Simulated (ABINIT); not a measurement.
# Quasiparticle gap of RbBH4 (F-43m) in ABINIT, part 2 of 3

Aim: the G0W0 gap of RbBH4 (F-43m) on PBEsol, step by step.

ABINIT 10.8.3; PBEsol and many-body steps on it, plane waves. Known limits of the many-body steps: not at the basis limit; no spin-orbit coupling; coarse k mesh.

So far. Step 2 (Ground state): The gap is indirect, with the least direct gap 0.11 eV higher.

**3. Bands along the symmetry lines**

Level of this step: DFT, PBEsol, plane waves, norm-conserving pseudopotentials (ABINIT).

The cheap functional maps the bands first; the places of the edges decide which points the dearer methods must see.

File run.abi:

```
acell 3*1.0 Angstrom
rprim 
  -0.000000000000 3.453240220000 3.453240220000
  3.453240220000 -0.000000000000 3.453240220000
  3.453240220000 3.453240220000 -0.000000000000
ntypat 3
znucl 37 5 1
natom 6
typat 1 2 3 3 3 3
xred 
  0.000000000000 0.000000000000 0.000000000000
  0.500000000000 0.500000000000 0.500000000000
  0.602415200000 0.602415200000 0.602415200000
  0.192754400000 0.602415200000 0.602415200000
  0.602415200000 0.602415200000 0.192754400000
  0.602415200000 0.192754400000 0.602415200000
pp_dirpath "pseudos"
pseudos "Rb.upf, B.upf, H.upf"
ecut 34
iscf -2
irdden 1
kptopt 0
nkpt 50
kpt 
  0.00000000 0.00000000 0.00000000
  -0.06250000 -0.06250000 0.00000000
  -0.12500000 -0.12500000 0.00000000
  -0.18750000 -0.18750000 0.00000000
  -0.25000000 -0.25000000 0.00000000
  -0.31250000 -0.31250000 0.00000000
  -0.37500000 -0.37500000 0.00000000
  -0.43750000 -0.43750000 0.00000000
  -0.50000000 -0.50000000 0.00000000
  -0.48437500 -0.48437500 0.03125000
  -0.46875000 -0.46875000 0.06250000
  -0.45312500 -0.45312500 0.09375000
  -0.43750000 -0.43750000 0.12500000
  -0.42187500 -0.42187500 0.15625000
  -0.40625000 -0.40625000 0.18750000
  -0.39062500 -0.39062500 0.21875000
  -0.37500000 -0.37500000 0.25000000
  -0.37500000 0.00000000 0.37500000
  -0.32812500 0.00000000 0.32812500
  -0.28125000 0.00000000 0.28125000
  -0.23437500 0.00000000 0.23437500
  -0.18750000 0.00000000 0.18750000
  -0.14062500 0.00000000 0.14062500
  -0.09375000 0.00000000 0.09375000
  -0.04687500 0.00000000 0.04687500
  0.00000000 0.00000000 0.00000000
  0.00000000 0.00000000 0.06250000
  0.00000000 0.00000000 0.12500000
  0.00000000 0.00000000 0.18750000
  0.00000000 0.00000000 0.25000000
  0.00000000 0.00000000 0.31250000
  0.00000000 0.00000000 0.37500000
  0.00000000 0.00000000 0.43750000
  -0.00000000 0.00000000 0.50000000
  -0.06250000 -0.03125000 0.46875000
  -0.12500000 -0.06250000 0.43750000
  -0.18750000 -0.09375000 0.40625000
  -0.25000000 -0.12500000 0.37500000
  -0.31250000 -0.15625000 0.34375000
  -0.37500000 -0.18750000 0.31250000
  -0.43750000 -0.21875000 0.28125000
  -0.50000000 -0.25000000 0.25000000
  -0.50000000 -0.28125000 0.21875000
  -0.50000000 -0.31250000 0.18750000
  -0.50000000 -0.34375000 0.15625000
  -0.50000000 -0.37500000 0.12500000
  -0.50000000 -0.40625000 0.09375000
  -0.50000000 -0.43750000 0.06250000
  -0.50000000 -0.46875000 0.03125000
  -0.50000000 -0.50000000 0.00000000
istwfk *1
nband 15
nbdbuf 2
tolwfr 1e-08
nstep 40
prtwf 0
prtvol 0
indata_prefix "in"
outdata_prefix "out"
tmpdata_prefix "tmp"
```

The run is started by

```sh
> OMP_NUM_THREADS=1 mpirun -n 4 abinit run.abi > log
```

Numbers of over 12 decimals in the logs are rounded to 6 here.

The log of the run:

```text
.Version 10.8.3 of ABINIT. v10.8.2 released Aug 2026.

 Symmetries : space group F-4 3 m (#216); Bravais cF (face-center cubic)
[... echo of the input left out ...]
== DATASET  1 ==================================================================
-   mpi_nproc: 4, omp_nthreads: 1 (-1 if OMP is not activated)

--- !DatasetInfo
iteration_state: {dtset: 1, }
dimensions: {natom: 6, nkpt: 50, mband: 15, nsppol: 1, nspinor: 1, nspden: 1, mpw: 5297, }
cutoff_energies: {ecut:  34.0, pawecutdg:  -1.0, }
electrons: {nelect:   1.60000000E+01, charge:   0.00000000E+00, occopt:   1.00000000E+00, tsmear:   1.00000000E-02, }

 Real(R)+Recip(G) space primitive vectors, cartesian coordinates (Bohr,Bohr^-1):
 R(1)=  0.0000000  6.5256783  6.5256783  G(1)= -0.0766204  0.0766204  0.0766204
 R(2)=  6.5256783  0.0000000  6.5256783  G(2)=  0.0766204 -0.0766204  0.0766204
 R(3)=  6.5256783  6.5256783  0.0000000  G(3)=  0.0766204  0.0766204 -0.0766204
 Unit cell volume ucvol=  5.5578519E+02 bohr^3
 Angles (23,13,12)=  6.00000000E+01  6.00000000E+01  6.00000000E+01 degrees

 getcut: wavevector=  0.0000  0.0000  0.0000  ngfft=  50  50  50
         ecut(hartree)=     34.000   => boxcut(ratio)=   2.06490

--- Pseudopotential description ------------------------------------------------
- Rb Generated using ONCVPSP code by D. R. Hamann
- 37.00000   9.00000  180301                  znucl, zion, pspdat
12 -116133 2 -1 2280                          pspcod,pspxc,lmax,lloc,mmax
     nproj     2     2     2
  pspatm : epsatm=   34.48401057
         --- l  ekb(1:nproj) -->
             0    8.196957   -0.477221
             1    3.231347   -0.378736
             2   -1.047201    0.996637
 pspatm: atomic psp has been read  and splines computed

- B Generated using ONCVPSP code by D. R. Hamann
-  5.00000   3.00000  180301                  znucl, zion, pspdat
12 -116133 1 -1 1534                          pspcod,pspxc,lmax,lloc,mmax
     nproj     2     2     0
  pspatm : epsatm=    3.20154509
         --- l  ekb(1:nproj) -->
[...]
pspatm: atomic psp has been read  and splines computed

- H Generated using ONCVPSP code by D. R. Hamann
-  1.00000   1.00000  180301                  znucl, zion, pspdat
12 -116133 1 -1 1180                          pspcod,pspxc,lmax,lloc,mmax
     nproj     2     1     0
  pspatm : epsatm=    0.35585368
         --- l  ekb(1:nproj) -->
[...]
1   -0.494138
 pspatm: atomic psp has been read  and splines computed

--------------------------------------------------------------------------------

================================================================================
 prteigrs : about to open file out_EIG
 Non-SCF case, kpt    1 (  0.00000  0.00000  0.00000), residuals and eigenvalues=
  2.58E-09  3.19E-09  3.13E-09  4.06E-09  5.60E-09  4.63E-09  6.09E-09  8.90E-09
[...]
-9.7008E-01 -3.9281E-01 -3.8817E-01 -3.8817E-01 -2.9784E-01 -1.2952E-01
 -1.0603E-01 -1.0603E-01  1.1514E-01  2.0142E-01  2.5564E-01  2.7415E-01
[...]
--- !ResultsGS
iteration_state: {dtset: 1, }
comment   : Summary of ground state results
lattice_vectors:
- [ -0.0000000,   6.5256783,   6.5256783, ]
- [  6.5256783,  -0.0000000,   6.5256783, ]
- [  6.5256783,   6.5256783,  -0.0000000, ]
lattice_lengths: [   9.22870,    9.22870,    9.22870, ]
lattice_angles: [ 60.000,  60.000,  60.000, ] # degrees, (23, 13, 12)
lattice_volume:   5.5578519E+02
convergence: {deltae:  0.000E+00, res2:  0.000E+00, residm:  9.993E-09, diffor:  0.000E+00, }
etotal    :  -3.23630911E+01
entropy   :   0.00000000E+00
fermie    :  -1.01999336E-01
cartesian_stress_tensor: null
pressure_GPa: null
xred      :
- [  0.0000E+00,   0.0000E+00,   0.0000E+00, Rb]
- [  5.0000E-01,   5.0000E-01,   5.0000E-01,  B]
- [  6.0242E-01,   6.0242E-01,   6.0242E-01,  H]
- [  1.9275E-01,   6.0242E-01,   6.0242E-01,  H]
- [  6.0242E-01,   6.0242E-01,   1.9275E-01,  H]
- [  6.0242E-01,   1.9275E-01,   6.0242E-01,  H]
cartesian_forces: null
force_length_stats: {min: null, max: null, mean: null, }

 Integrated electronic density in atomic spheres:
 ------------------------------------------------
 Atom  Sphere_radius  Integrated_density
[...]
================================================================================

 ----iterations are completed or convergence reached----

 Mean square residual over all n,k,spin=   51.185E-10; max=  99.927E-10
 reduced coordinates (array xred) for    6 atoms
[...]
0.602415200000      0.602415200000      0.192754400000
       0.602415200000      0.192754400000      0.602415200000

 cartesian coordinates (angstrom) at end:
    1      0.000000     0.000000     0.000000
    2      3.453240     3.453240     3.453240
    3      4.160569     4.160569     4.160569
    4      4.160569     2.745912     2.745912
    5      2.745912     2.745912     4.160569
    6      2.745912     4.160569     2.745912
 length scales=  1.889726125908  1.889726125908  1.889726125908 bohr
              =  1.000000000000  1.000000000000  1.000000000000 angstroms
 prteigrs : about to open file out_EIG
 Eigenvalues (hartree) for nkpt=  50  k points:
 kpt#   1, nband= 15, wtk=  1.00000, kpt=  0.0000  0.0000  0.0000 (reduced coord)
[...]
kpt#   2, nband= 15, wtk=  1.00000, kpt= -0.0625 -0.0625  0.0000 (reduced coord)
[...]
kpt#   3, nband= 15, wtk=  1.00000, kpt= -0.1250 -0.1250  0.0000 (reduced coord)
[...]
kpt#  49, nband= 15, wtk=  1.00000, kpt= -0.5000 -0.4687  0.0313 (reduced coord)
  -0.97008   -0.39277   -0.38825   -0.38821   -0.29761   -0.12952   -0.10642   -0.10609
   0.11606    0.20227    0.25284    0.27476    0.29634    0.31257    0.31335
 kpt#  50, nband= 15, wtk=  1.00000, kpt= -0.5000 -0.5000  0.0000 (reduced coord)
  -0.97008   -0.39281   -0.38817   -0.38817   -0.29784   -0.12952   -0.10603   -0.10603
   0.11514    0.20142    0.25564    0.27415    0.29724    0.31223    0.31223

== END DATASET(S) ==============================================================
================================================================================

 -outvars: echo values of variables after computation  --------
            nband          15
             nkpt          50
          spgroup         216
 [... the other variables as echoed above ...]

 Calculation completed.
```

It took 23 s on 4 MPI ranks of Arm Neoverse V1, shared host; peak memory 0.33 GiB.

This step gave:

| Item | Value |
| --- | --- |
| gap | 5.909 eV |
| k of the valence top | 0, 0, 0 |
| k of the conduction bottom | -0.5, -0.5, 0 |
| least direct gap | 6.018 eV |

The gap is 5.909 eV, as in the run before at this level.

Electronic bands along the path, in eV, zero at the top of the highest filled band; v1 is the highest filled band, c1 the lowest empty one:

```
    point     v4     v3     v2     v1    c1    c2    c3     c4
        Γ  -5.71   0.00   0.00   0.00  6.17  7.51  7.51   7.51
  halfway  -5.35  -0.65  -0.07  -0.07  6.39  7.21  8.97   8.97
        X  -5.33  -0.75  -0.11  -0.11  5.91  8.26  9.73  10.24
  halfway  -5.28  -0.75  -0.18  -0.13  6.10  8.43  9.28  10.35
        U  -5.18  -0.79  -0.29  -0.19  6.64  8.40  9.02  10.11
jump to K  -5.18  -0.79  -0.29  -0.19  6.64  8.40  9.02  10.11
  halfway  -5.24  -0.71  -0.20  -0.13  7.07  7.40  8.15   9.04
        Γ  -5.71   0.00   0.00   0.00  6.17  7.51  7.51   7.51
  halfway  -5.34  -0.57  -0.13  -0.13  6.88  7.48  8.14   8.14
        L  -4.96  -1.10  -0.26  -0.26  7.19  8.34  9.70   9.70
  halfway  -5.06  -0.94  -0.30  -0.22  7.30  7.82  9.35   9.80
        W  -5.17  -0.75  -0.39  -0.16  7.18  7.58  8.93  10.23
  halfway  -5.25  -0.75  -0.25  -0.13  6.30  8.57  8.82  10.50
        X  -5.33  -0.75  -0.11  -0.11  5.91  8.26  9.73  10.24
```

**4. Empty states on the mesh, 2×2×2 mesh, 68 bands**

The sums over transitions need many empty states on a uniform mesh; this step solves for them.

File run.abi:

```
acell 3*1.0 Angstrom
rprim 
  -0.000000000000 3.453240220000 3.453240220000
  3.453240220000 -0.000000000000 3.453240220000
  3.453240220000 3.453240220000 -0.000000000000
ntypat 3
znucl 37 5 1
natom 6
typat 1 2 3 3 3 3
xred 
  0.000000000000 0.000000000000 0.000000000000
  0.500000000000 0.500000000000 0.500000000000
  0.602415200000 0.602415200000 0.602415200000
  0.192754400000 0.602415200000 0.602415200000
  0.602415200000 0.602415200000 0.192754400000
  0.602415200000 0.192754400000 0.602415200000
pp_dirpath "pseudos"
pseudos "Rb.upf, B.upf, H.upf"
ecut 34
ngkpt 2 2 2
nshiftk 1
shiftk 0 0 0
kptopt 1
chksymbreak 0
iscf -2
irdden 1
istwfk *1
nband 68
nbdbuf 6
tolwfr 1e-09
nstep 60
prtvol 0
indata_prefix "in"
outdata_prefix "out"
tmpdata_prefix "tmp"
```

The log of the run:

```text
.Version 10.8.3 of ABINIT. v10.8.2 released Aug 2026.

 Symmetries : space group F-4 3 m (#216); Bravais cF (face-center cubic)
[... echo of the input left out ...]
== DATASET  1 ==================================================================
-   mpi_nproc: 4, omp_nthreads: 1 (-1 if OMP is not activated)
-    --> not optimal distribution: autoparal keyword recommended in input file <--

--- !DatasetInfo
iteration_state: {dtset: 1, }
dimensions: {natom: 6, nkpt: 3, mband: 68, nsppol: 1, nspinor: 1, nspden: 1, mpw: 5290, }
cutoff_energies: {ecut:  34.0, pawecutdg:  -1.0, }
electrons: {nelect:   1.60000000E+01, charge:   0.00000000E+00, occopt:   1.00000000E+00, tsmear:   1.00000000E-02, }

 Real(R)+Recip(G) space primitive vectors, cartesian coordinates (Bohr,Bohr^-1):
 R(1)=  0.0000000  6.5256783  6.5256783  G(1)= -0.0766204  0.0766204  0.0766204
 R(2)=  6.5256783  0.0000000  6.5256783  G(2)=  0.0766204 -0.0766204  0.0766204
 R(3)=  6.5256783  6.5256783  0.0000000  G(3)=  0.0766204  0.0766204 -0.0766204
 Unit cell volume ucvol=  5.5578519E+02 bohr^3
 Angles (23,13,12)=  6.00000000E+01  6.00000000E+01  6.00000000E+01 degrees

 getcut: wavevector=  0.0000  0.0000  0.0000  ngfft=  50  50  50
         ecut(hartree)=     34.000   => boxcut(ratio)=   2.06490

--- Pseudopotential description ------------------------------------------------
- Rb Generated using ONCVPSP code by D. R. Hamann
- 37.00000   9.00000  180301                  znucl, zion, pspdat
12 -116133 2 -1 2280                          pspcod,pspxc,lmax,lloc,mmax
     nproj     2     2     2
  pspatm : epsatm=   34.48401057
         --- l  ekb(1:nproj) -->
             0    8.196957   -0.477221
             1    3.231347   -0.378736
             2   -1.047201    0.996637
 pspatm: atomic psp has been read  and splines computed

- B Generated using ONCVPSP code by D. R. Hamann
-  5.00000   3.00000  180301                  znucl, zion, pspdat
12 -116133 1 -1 1534                          pspcod,pspxc,lmax,lloc,mmax
     nproj     2     2     0
  pspatm : epsatm=    3.20154509
         --- l  ekb(1:nproj) -->
[...]
pspatm: atomic psp has been read  and splines computed

- H Generated using ONCVPSP code by D. R. Hamann
-  1.00000   1.00000  180301                  znucl, zion, pspdat
12 -116133 1 -1 1180                          pspcod,pspxc,lmax,lloc,mmax
     nproj     2     1     0
  pspatm : epsatm=    0.35585368
         --- l  ekb(1:nproj) -->
[...]
1   -0.494138
 pspatm: atomic psp has been read  and splines computed

--------------------------------------------------------------------------------

================================================================================
 prteigrs : about to open file out_EIG
 Non-SCF case, kpt    1 (  0.00000  0.00000  0.00000), residuals and eigenvalues=
  6.68E-10  2.06E-10  3.17E-10  6.81E-10  4.24E-10  1.18E-10  2.93E-10  2.93E-10
  5.28E-10  4.80E-11  3.59E-10  4.87E-10  1.78E-10  2.40E-10  2.89E-10  9.05E-11
  4.01E-10  4.78E-10  8.47E-11  1.23E-10  2.26E-10  9.41E-11  2.89E-10  8.26E-10
[...]
2.36E-05  3.21E-05  6.67E-04  5.49E-04
 -9.7048E-01 -3.8533E-01 -3.8533E-01 -3.8533E-01 -3.1202E-01 -1.0200E-01
 -1.0200E-01 -1.0200E-01  1.2464E-01  1.7413E-01  1.7413E-01  1.7413E-01
  2.3095E-01  2.3095E-01  2.8119E-01  4.3853E-01  4.3853E-01  4.3853E-01
[...]
1.1851E+00  1.1851E+00  1.2089E+00  1.2089E+00  1.2641E+00  1.3820E+00
  1.3820E+00  1.4145E+00  1.4145E+00  1.4145E+00  1.5853E+00  1.6188E+00
  1.6213E+00  1.6244E+00
 prteigrs : prtvol=0 or 1, do not print more k-points.

--- !ResultsGS
iteration_state: {dtset: 1, }
comment   : Summary of ground state results
lattice_vectors:
- [ -0.0000000,   6.5256783,   6.5256783, ]
- [  6.5256783,  -0.0000000,   6.5256783, ]
- [  6.5256783,   6.5256783,  -0.0000000, ]
lattice_lengths: [   9.22870,    9.22870,    9.22870, ]
lattice_angles: [ 60.000,  60.000,  60.000, ] # degrees, (23, 13, 12)
lattice_volume:   5.5578519E+02
convergence: {deltae:  0.000E+00, res2:  0.000E+00, residm:  9.990E-10, diffor:  0.000E+00, }
etotal    :  -3.23630911E+01
entropy   :   0.00000000E+00
fermie    :  -1.01999336E-01
cartesian_stress_tensor: null
pressure_GPa: null
xred      :
- [  0.0000E+00,   0.0000E+00,   0.0000E+00, Rb]
- [  5.0000E-01,   5.0000E-01,   5.0000E-01,  B]
- [  6.0242E-01,   6.0242E-01,   6.0242E-01,  H]
- [  1.9275E-01,   6.0242E-01,   6.0242E-01,  H]
- [  6.0242E-01,   6.0242E-01,   1.9275E-01,  H]
- [  6.0242E-01,   1.9275E-01,   6.0242E-01,  H]
cartesian_forces: null
force_length_stats: {min: null, max: null, mean: null, }

 Integrated electronic density in atomic spheres:
 ------------------------------------------------
 Atom  Sphere_radius  Integrated_density
[...]
================================================================================

 ----iterations are completed or convergence reached----

 Mean square residual over all n,k,spin=   44.470E-11; max=  99.900E-11
 reduced coordinates (array xred) for    6 atoms
[...]
0.602415200000      0.602415200000      0.192754400000
       0.602415200000      0.192754400000      0.602415200000

 cartesian coordinates (angstrom) at end:
    1      0.000000     0.000000     0.000000
    2      3.453240     3.453240     3.453240
[...]
6      2.745912     4.160569     2.745912
 length scales=  1.889726125908  1.889726125908  1.889726125908 bohr
              =  1.000000000000  1.000000000000  1.000000000000 angstroms
 prteigrs : about to open file out_EIG
 Eigenvalues (hartree) for nkpt=   3  k points:
 kpt#   1, nband= 68, wtk=  0.12500, kpt=  0.0000  0.0000  0.0000 (reduced coord)
[...]
1.13161    1.13161    1.13244    1.13244    1.13244    1.18506    1.18506    1.18506
   1.20892    1.20892    1.26405    1.38203    1.38203    1.41448    1.41448    1.41448
   1.58533    1.61879    1.62134    1.62437
 prteigrs : prtvol=0 or 1, do not print more k-points.

== END DATASET(S) ==============================================================
================================================================================

 -outvars: echo values of variables after computation  --------
            nband          68
             nkpt           3
          spgroup         216
 [... the other variables as echoed above ...]

 Calculation completed.
```

It took 16 s on 4 MPI ranks; peak memory 0.3 GiB; 62 s of CPU time.

Numbers from this step:

```
gap                                                           : 5.909 eV
k of the valence top                                          : 0, 0, 0
k of the conduction bottom                                    : 0.5, 0.5, 0
least direct gap                                              : 6.018 eV
k points computed                                             : 3
lowest point of the top converged band, above the valence top : 41.27 eV
```

On this mesh the gap is 5.909 eV.

**5. Screening, 2×2×2 mesh, 62 bands, screening to 106.1 eV**

The RPA dielectric matrix is built and inverted for each q.

This step: RPA screening on PBEsol, plane waves, norm-conserving pseudopotentials.

run.abi, as its differences from that of step 4:

```diff
@@ -24,10 +24,11 @@
 chksymbreak 0
-iscf -2
-irdden 1
 istwfk *1
-nband 68
-nbdbuf 6
-tolwfr 1e-09
-nstep 60
-prtvol 0
+occopt 1
+irdwfk 1
+optdriver 3
+nband 62
+ecuteps 3.9
+inclvkb 2
+awtr 1
+symchi 1
 indata_prefix "in"
```

The log of the run:

```text
.Version 10.8.3 of ABINIT. v10.8.2 released Aug 2026.

 Symmetries : space group F-4 3 m (#216); Bravais cF (face-center cubic)
[... echo of the input left out ...]
== DATASET  1 ==================================================================
-   mpi_nproc: 4, omp_nthreads: 1 (-1 if OMP is not activated)

--- !DatasetInfo
iteration_state: {dtset: 1, }
dimensions: {natom: 6, nkpt: 3, mband: 62, nsppol: 1, nspinor: 1, nspden: 1, mpw: 5290, }
cutoff_energies: {ecut:  34.0, pawecutdg:  -1.0, }
electrons: {nelect:   1.60000000E+01, charge:   0.00000000E+00, occopt:   1.00000000E+00, tsmear:   1.00000000E-02, }

 SCREENING: Calculation of the susceptibility and dielectric matrices

 Based on a program developped by R.W. Godby, V. Olevano, G. Onida, and L. Reining.
 Incorporated in ABINIT by V. Olevano, G.-M. Rignanese, and M. Torrent.
.Using double precision arithmetic ; gwpc =  8

[... cell and pseudopotentials left out ...]
--------------------------------------------------------------------------------

 ==== K-mesh for the wavefunctions ====
 Number of points in the irreducible wedge :     3
[... list of points left out ...]
 Together with 24 symmetry operations and time-reversal symmetry
 yields     8 points in the full Brillouin Zone.

 ==== Q-mesh for the screening function ====
 Number of points in the irreducible wedge :     3
[... list of points left out ...]
 Together with 24 symmetry operations and time-reversal symmetry
 yields     8 points in the full Brillouin Zone.

 setmesh: FFT mesh size selected  =    36x   36x   36
          total number of points  =        46656

 vcoul_init : cutoff-mode = AUXILIARY_FUNCTION
 q-points for optical limit:   1
     1)      0.000010    0.000020    0.000030

- screening: taking advantage of time-reversal symmetry
- Maximum band index for partially occupied states nbvw = 8
- Remaining bands to be divided among processors   nbcw = 54
- Number of bands treated by each node ~13

 Number of electrons calculated from density =   16.0000; Expected =   16.0000
 average of density, n =  0.028788
 r_s =    2.0241
 omega_plasma =   16.3667 [eV]

 calculating chi0 at frequencies [eV] :
  1    0.000000E+00    0.000000E+00
  2    0.000000E+00    1.636674E+01

--------------------------------------------------------------------------------
  q-point number  1        q = ( 0.000000, 0.000000, 0.000000) [r.l.u.]
--------------------------------------------------------------------------------
[... chi0 elements left out ...]
 For q-point:  0.000010 0.000020 0.000030
  dielectric constant =   2.3291
  dielectric constant without local fields =   2.6809

  Average fulfillment of the sum rule on Im[epsilon] for q-point    1 :     68.81  [%]
[... wings left out ...]
  q-point number  2        q = ( 0.500000, 0.000000, 0.000000) [r.l.u.]
--------------------------------------------------------------------------------
[... chi0 elements left out ...]
  Average fulfillment of the sum rule on Im[epsilon] for q-point    2 :     78.09  [%]

 [... 1 further q-points ...]
```

It took 4.7 s on 4 MPI ranks; peak memory 0.51 GiB.

Numbers from this step:

```yaml
eps_infinity_with_local_fields_on_this_mesh_along_the_program_s_q_direction: 2.329
the_same_without_local_fields: 2.681
plasma_frequency: 16.37 eV
plane_waves_in_the_screening_matrix: 181
```

Local fields lower ε∞ by 13 %. On a Γ-centred mesh this coarse the value itself is usually too large, while a short band sum pulls it down.

(Part 2 of 3 ends here.)

[Paths, hosts, dates, memory and timing lines, banners, echoed tables and standing remarks are left out of the program output.]

[Logs are printed without paths, hosts, clocks, repeated set-up lines and the standing remarks that a program may print on its own settings, such as how far it seeks lower states.]

[Runs of the session that timed out or met a known fault of the program may be left out.]

[Hosts, paths, dates, database ids (printed as entryN), source tags and the programs' standing remarks are cut or masked in the printed files.]

[G0W0 gaps are taken among the corrected bands and points alone; a level outside them can change the order at an edge.]

[Where Ansatz stands beside ABINIT at settings called matched, ABINIT's density can come from a denser mesh and the files from another edition; pairs whose starting gaps differed by over 0.03 eV were left out, so agreement reads better than it is.]
